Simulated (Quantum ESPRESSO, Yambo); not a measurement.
Planning a run of Yambo 5.3.0 on PtSe2 (1T monolayer). The input:

```
HF_and_locXC
gw0
dyson
ppa
em1d
rim_cut
rim_w
RandQpts= 3000000
RandGvec= 100 RL
CUTGeo= "slab z"
RandGvecW= 9 RL
EXXRLvcs= 104 Ry
VXCRLvcs= 416 Ry
Chimod= "HARTREE"
% BndsRnXp
 1 | 101 |
%
NGsBlkXp= 7 Ry
% LongDrXp
 1 | 1 | 0 |
%
% GbndRnge
 1 | 101 |
%
DysSolver= "n"
ExtendOut
PPAPntXp= 27.21138 eV
% QPkrange
 1 | 7 | 25 | 38 |
%
GfnQPdb= "E < ./gw7_fix/ndb.QP"
XfnQPdb= "E < ./gw7_fix/ndb.QP"
```

```sh
OMP_NUM_THREADS=2 mpirun -n 4 yambo -F gw8.in -J gw8 -C gw8 > gw8.log
```

The stored states that it reads are on a 6×6×1 mesh. The cell holds 3 atoms: 1 Pt and 2 Se. Its edges and angles: a = 3.751 Å, b = 3.751 Å, c = 15.000 Å, α = 90.0°, β = 90.0°, γ = 120.0°. It derives from  ([{'formula': 'PtSe2', 'spacegroup': 164, 'source': 'prototype of the bulk crystal'}]). Vacuum lies along c.

Question: Estimate wall time and host memory on 4 MPI ranks of Arm Neoverse V2, shared host.

It took 8.5 min; on shared hardware allow 4.3 min to 17 min. Peak host memory was 6.5 GiB.

The screening grows as filled bands × empty bands × pairs of k points, times the square of the screening basis for the matrix.

[Paths, hosts, dates, memory and timing lines, banners, echoed tables and standing remarks are left out of the program output.]

[Logs are printed without paths, hosts, clocks, repeated set-up lines and the standing remarks that a program may print on its own settings, such as how far it seeks lower states.]

[Runs of the session that timed out or met a known fault of the program may be left out.]

[Hosts, paths, dates, database ids (printed as entryN), source tags and the programs' standing remarks are cut or masked in the printed files.]
